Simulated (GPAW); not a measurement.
# Na/Ir(110): work function by functional and basis, part 2 of 2

Wanted: work functions and dipole of Na/Ir(110), with the cost of each level.

GPAW 26.7.0; GPAW, PAW setups; slab in vacuum, relaxation (the session's first sound run).

So far, upper work function (eV): step 2 (relaxing the atoms, PBE, GPAW) 2.47; step 3 (plane waves, PBE) 2.46; step 4 (self-consistent run: xc = "vdW-DF2", GPAW, PAW setups, GPAW) 2.75; step 5 (self-consistent run: xc = "RPBE") 2.39; step 6 (OptPBE vdW: xc = "optPBE-vdW", GPAW, PAW setups, GPAW) 2.63.

## (7) Self-consistent run: xc = "LDA"

The same geometry under LDA, to see how far the functional moves the levels against the vacuum.

run.py

```python
import json
import numpy as np
from ase import Atoms
from gpaw import GPAW, PW

slab = Atoms(
    ['Ir', 'Ir', 'Ir', 'Ir', 'Ir', 'Na'],
    positions=[
        [0.00000, 0.00000, 8.00000],
        [1.92000, 1.35765, 9.35765],
        [0.00000, 0.00000, 10.71529],
        [1.92000, 1.35765, 12.17238],
        [0.00000, 0.00000, 13.38333],
        [1.92000, 1.35765, 15.31251]],
    cell=[[3.84, 0.0, 0.0], [0.0, 2.71529, 0.0], [0.0, 0.0, 23.63543]],
    pbc=[True, True, False])

slab.calc = GPAW(mode=PW(400), xc='LDA', kpts={'size': (8, 12, 1), 'gamma': True},
                 occupations={'name': 'fermi-dirac', 'width': 0.1}, nbands='160%',
                 convergence={'density': 1e-05}, maxiter=200,
                 poissonsolver={'dipolelayer': 'xy'},
                 symmetry={'tolerance': 1e-3}, txt='slab.txt')
result = {}
energy = slab.get_potential_energy()
fermi = slab.calc.get_fermi_level()
v = slab.calc.get_electrostatic_potential().mean((0, 1)) - fermi
n = slab.calc.get_pseudo_density().mean((0, 1))
L = slab.cell[2, 2]
z = np.arange(len(v)) * L / len(v)
low, high = slab.positions[:, 2].min(), slab.positions[:, 2].max()
below, above = np.interp([low - 5.8, high + 5.8], z, v)
slopes = [np.interp(x, z, np.gradient(v, z)) for x in (low - 5.8, high + 5.8)]
eps = np.array([[slab.calc.get_eigenvalues(k, s) for k in range(len(slab.calc.get_ibz_k_points()))]
                for s in range(slab.calc.get_number_of_spins())]) - fermi
top, bottom = eps[eps < 0].max(), eps[eps > 0].min()
dipole = slab.get_dipole_moment()[2]
print(f'energy {energy:.4f} eV, Fermi level {fermi:.4f} eV, dipole {dipole:.5f} e A')
print(f'potential 5.8 A off the faces, from the Fermi level: lower {below:.4f} eV, upper {above:.4f} eV')
print(f'slope of the potential there: lower {slopes[0]:.5f}, upper {slopes[1]:.5f} eV/A')
print(f'nearest levels on the mesh: {top:.4f} and {bottom:.4f} eV')
print('magnetic moment', round(slab.get_magnetic_moment(), 3))
result.update(energy=energy, fermi=fermi, dipole=dipole, below=below, above=above, slopes=slopes, edges=[top, bottom],
              z=z.tolist(), v=v.tolist(), n=n.tolist(), positions=slab.positions.tolist(),
              forces=slab.get_forces(apply_constraint=False).tolist(), moments=slab.get_magnetic_moments().tolist())
json.dump(result, open('result.json', 'w'))
```

Run with:

```bash
> OMP_NUM_THREADS=1 OPENBLAS_NUM_THREADS=1 python run.py
```

What it wrote:

```text
energy -51.9416 eV, Fermi level 1.7289 eV, dipole 0.16473 e A
potential 5.8 A off the faces, from the Fermi level: lower 5.4488 eV, upper 2.5905 eV
slope of the potential there: lower -0.00015, upper 0.00088 eV/A
nearest levels on the mesh: -0.0013 and 0.0100 eV
magnetic moment 0.0
```

Run time: 5.5 min. Hardware: 1 thread of Arm Neoverse V2, shared host; peak memory 0.38 GiB.

Numbers from this step:

* dipole along the normal: 0.1647 e·Å
* levels nearest the Fermi level on the mesh: -0.001274, 0.009981 eV from the Fermi level
* upper work function: 2.590 eV
* lower work function: 5.449 eV

The electrostatic potential energy of an electron (without an applied field's), less the Fermi level, planar mean oscillates, so the rows of the table below give means over windows of 0.5 Å about each position, cut where the curve ends. Its maxima inside the range that stand out by 2 % of the span (Å: eV): 2.43: 5.45, 8.65: -9.84, 10.02: -10.4, 11.40: -8.55, 12.77: -13.2, 14.56: 0.308. Its minima: 8.02: -17.4, 9.39: -18.6, 10.66: -18.2, 12.24: -18.8, 13.29: -18.1, 15.30: -3.58.

Electrostatic potential energy of an electron (without an applied field's), less the Fermi level, planar mean against z; means over each step:

z (Å), electrostatic potential energy of an electron (without an applied field's), less the Fermi level, planar mean (eV) and a bar from the least value:
```
      0.0        4.5 #############################
      0.5        5.4 ##############################
      1.0        5.4 ##############################
      1.5        5.4 ##############################
      2.0        5.4 ##############################
      2.5        5.4 ##############################
      3.0        5.4 ##############################
      3.5        5.4 ##############################
      4.0        5.4 ##############################
      4.5        5.4 ##############################
      5.0        5.4 ##############################
      5.5        5.4 ##############################
      6.0        5.2 ##############################
      6.5        4.5 #############################
      7.0        1.7 #########################
      7.5       -7.1 #############
      8.0      -16.1 #
      8.5      -11.6 #######
      9.0      -13.9 ####
      9.5      -16.9 
     10.0      -11.4 #######
     10.5      -16.0 #
     11.0      -14.5 ###
     11.5       -9.6 ##########
     12.0      -16.5 #
     12.5      -15.9 #
     13.0      -15.1 ##
     13.5      -16.0 #
     14.0       -5.3 ################
     14.5        0.0 #######################
     15.0       -2.0 ####################
     15.5       -3.0 ###################
     16.0       -0.5 ######################
     16.5        1.2 ########################
     17.0        1.9 #########################
     17.5        2.3 ##########################
     18.0        2.5 ##########################
     18.5        2.5 ##########################
     19.0        2.6 ##########################
     19.5        2.6 ##########################
     20.0        2.6 ##########################
     20.5        2.6 ##########################
     21.0        2.6 ##########################
     21.5        2.6 ##########################
     22.0        2.6 ##########################
     22.5        2.6 ##########################
     23.0        2.6 ##########################
     23.5        3.1 ###########################
```

The upper face's work function is 2.590 eV, against 2.465 eV in the first plane-wave PBE run at this geometry.

## (8) Self-consistent run: xc = "revPBE"

The same geometry under revPBE, to see how far the functional moves the levels against the vacuum.

run.py: that of step 7 with these lines changed.

```diff
@@ -17,3 +17,3 @@
 
-slab.calc = GPAW(mode=PW(400), xc='LDA', kpts={'size': (8, 12, 1), 'gamma': True},
+slab.calc = GPAW(mode=PW(400), xc='revPBE', kpts={'size': (8, 12, 1), 'gamma': True},
                  occupations={'name': 'fermi-dirac', 'width': 0.1}, nbands='160%',
```

What it wrote:

```text
energy -42.5689 eV, Fermi level 2.0985 eV, dipole 0.14843 e A
potential 5.8 A off the faces, from the Fermi level: lower 4.9571 eV, upper 2.3815 eV
slope of the potential there: lower -0.00016, upper 0.00122 eV/A
nearest levels on the mesh: -0.0011 and 0.0026 eV
magnetic moment 0.0
```

It took 6 min on 1 thread; peak memory 0.38 GiB.

This step gave:

```yaml
dipole_along_the_normal: 0.1484 e·Å
levels_nearest_the_fermi_level_on_the_mesh: -0.001051, 0.002626 eV from the Fermi level
upper_work_function: 2.382 eV
lower_work_function: 4.957 eV
```

The electrostatic potential energy of an electron (without an applied field's), less the Fermi level, planar mean oscillates, so the rows of the table below give means over windows of 1 Å about each position, cut where the curve ends. Its maxima inside the range that stand out by 2 % of the span (Å: eV): 2.2: 4.96, 8.7: -10.2, 10.0: -10.8, 11.4: -8.97, 12.8: -13.6, 14.6: -0.140. Its minima: 8.0: -17.7, 9.4: -19.0, 10.7: -18.6, 12.2: -19.2, 13.3: -18.5, 15.3: -3.97.

Table of electrostatic potential energy of an electron (without an applied field's), less the Fermi level, planar mean by z; means over each step:

| z (Å) | electrostatic potential energy of an electron (without an applied field's), less the Fermi level, planar mean (eV) |
| --- | --- |
| 0 | 4.48 |
| 1 | 4.96 |
| 2 | 4.96 |
| 3 | 4.96 |
| 4 | 4.95 |
| 5 | 4.93 |
| 6 | 4.64 |
| 7 | 0.517 |
| 8 | -14.3 |
| 9 | -14.5 |
| 10 | -13.6 |
| 11 | -14.3 |
| 12 | -15.5 |
| 13 | -15.9 |
| 14 | -6.63 |
| 15 | -2.25 |
| 16 | -1.04 |
| 17 | 1.61 |
| 18 | 2.23 |
| 19 | 2.35 |
| 20 | 2.38 |
| 21 | 2.38 |
| 22 | 2.38 |
| 23 | 2.49 |

The upper face's work function is 2.382 eV, against 2.465 eV in the first plane-wave PBE run at this geometry.

## (9) Real-space grid: mode = "fd"

A real-space grid is a second complete basis, so it checks the plane-wave result.

run.py: that of step 8 with these lines changed.

```diff
@@ -3,3 +3,3 @@
 from ase import Atoms
-from gpaw import GPAW, PW
+from gpaw import GPAW
 
@@ -17,3 +17,3 @@
 
-slab.calc = GPAW(mode=PW(400), xc='revPBE', kpts={'size': (8, 12, 1), 'gamma': True},
+slab.calc = GPAW(mode='fd', h=0.18, xc='PBE', kpts={'size': (8, 12, 1), 'gamma': True},
                  occupations={'name': 'fermi-dirac', 'width': 0.1}, nbands='160%',
```

What it wrote:

```text
energy -45.3701 eV, Fermi level -3.7787 eV, dipole 0.15163 e A
potential 5.8 A off the faces, from the Fermi level: lower 5.0945 eV, upper 2.4626 eV
slope of the potential there: lower -0.00003, upper 0.00085 eV/A
nearest levels on the mesh: -0.0013 and 0.0019 eV
magnetic moment 0.0
```

Wall time 32 min (1 thread); peak memory 2.2 GiB.

This step gave:

```
dipole along the normal                    : 0.1516 e·Å
levels nearest the Fermi level on the mesh : -0.001301, 0.001932 eV from the Fermi level
upper work function                        : 2.463 eV
lower work function                        : 5.094 eV
```

The upper face's work function is 2.463 eV, against 2.465 eV in the first plane-wave PBE run at this geometry.

## (10) Atomic orbitals: mode = "lcao"

Atom-centred orbitals end a few angstrom from the surface, which tests how much the density's tail matters.

run.py: that of step 9 with these lines changed.

```diff
@@ -17,4 +17,4 @@
 
-slab.calc = GPAW(mode='fd', h=0.18, xc='PBE', kpts={'size': (8, 12, 1), 'gamma': True},
-                 occupations={'name': 'fermi-dirac', 'width': 0.1}, nbands='160%',
+slab.calc = GPAW(mode='lcao', basis='dzp', h=0.18, xc='PBE', kpts={'size': (8, 12, 1), 'gamma': True},
+                 occupations={'name': 'fermi-dirac', 'width': 0.1}, nbands='120%',
                  convergence={'density': 1e-05}, maxiter=200,
```

What it wrote:

```text
energy -43.4580 eV, Fermi level -3.8083 eV, dipole 0.15097 e A
potential 5.8 A off the faces, from the Fermi level: lower 5.1184 eV, upper 2.4982 eV
slope of the potential there: lower -0.00000, upper 0.00039 eV/A
nearest levels on the mesh: -0.0013 and 0.0014 eV
magnetic moment 0.0
```

Wall time 30 min (1 thread); peak memory 0.54 GiB.

Numbers from this step:

```
dipole along the normal                    : 0.1510 e·Å
levels nearest the Fermi level on the mesh : -0.001250, 0.001440 eV from the Fermi level
upper work function                        : 2.498 eV
lower work function                        : 5.118 eV
```

The upper face's work function is 2.498 eV, against 2.465 eV in the first plane-wave PBE run at this geometry.

## (11) The ladder

Times are for 1 thread of Arm Neoverse V2, shared host. The runs compared:

```csv
no.,run,upper work function (eV),lower work function (eV),time,memory (GiB)
1,pw,2.465,5.094,5.9 min,0.38
2,vdW DF2,2.748,5.431,6.3 min,0.53
3,RPBE,2.387,4.939,5.9 min,0.38
4,optPBE vdW,2.628,5.284,6.8 min,0.53
5,LDA,2.590,5.449,5.5 min,0.38
6,revPBE,2.382,4.957,6 min,0.38
7,fd,2.463,5.094,32 min,2.2
8,lcao,2.498,5.118,30 min,0.54
```

## (12) Side by side

Results and costs are gathered.

This step: comparison of work functions, dipole and cost (GPAW 26.7.0).

Ladder, by row:

```
      step  code  work function, upper (eV)  work function, lower (eV)  dipole (e Å)  wall time (s)  peak memory (GiB)  threads
        pw  GPAW                      2.465                      5.094        0.1516          354.6               0.38        1
   vdW-DF2  GPAW                      2.748                      5.431        0.1546          378.6               0.53        1
      RPBE  GPAW                      2.387                      4.939        0.1471          355.3               0.38        1
optPBE-vdW  GPAW                      2.628                      5.284         0.153          408.3               0.53        1
       LDA  GPAW                       2.59                      5.449        0.1647          332.9               0.38        1
    revPBE  GPAW                      2.382                      4.957        0.1484          360.9               0.38        1
        fd  GPAW                      2.463                      5.094        0.1516           1940                2.2        1
      lcao  GPAW                      2.498                      5.118         0.151           1795               0.54        1
```

## (13) Outcome

```json
{"work function, upper and lower face": "2.465 and 5.094 eV", "dipole along the normal": "0.152 e Å"}
```

What this shows: With plane waves and PBE the work function is 2.46 eV on the upper face and 5.09 eV on the lower. The two faces differ by 2.6 eV, the step that the slab's dipole makes (e p/(ε0 A) gives 2.6 eV), so the dipole layer is needed. Over the sound runs of the table the upper face's work function spans 2.382 (revPBE) to 2.748 eV (vdW-DF2). The cell of 10.4 Å² holds one Na, started on one chosen site; other sites and coverages weren't tried. The in-plane lattice was kept as typed, which isn't the functional's own and leaves some strain; spin-orbit coupling and temperature are left out.

[Logs are printed without paths, hosts, clocks, repeated set-up lines and the standing remarks that a program may print on its own settings, such as how far it seeks lower states.]

[Hosts, paths, dates, database ids (printed as entryN), source tags and the programs' standing remarks are cut or masked in the printed files.]
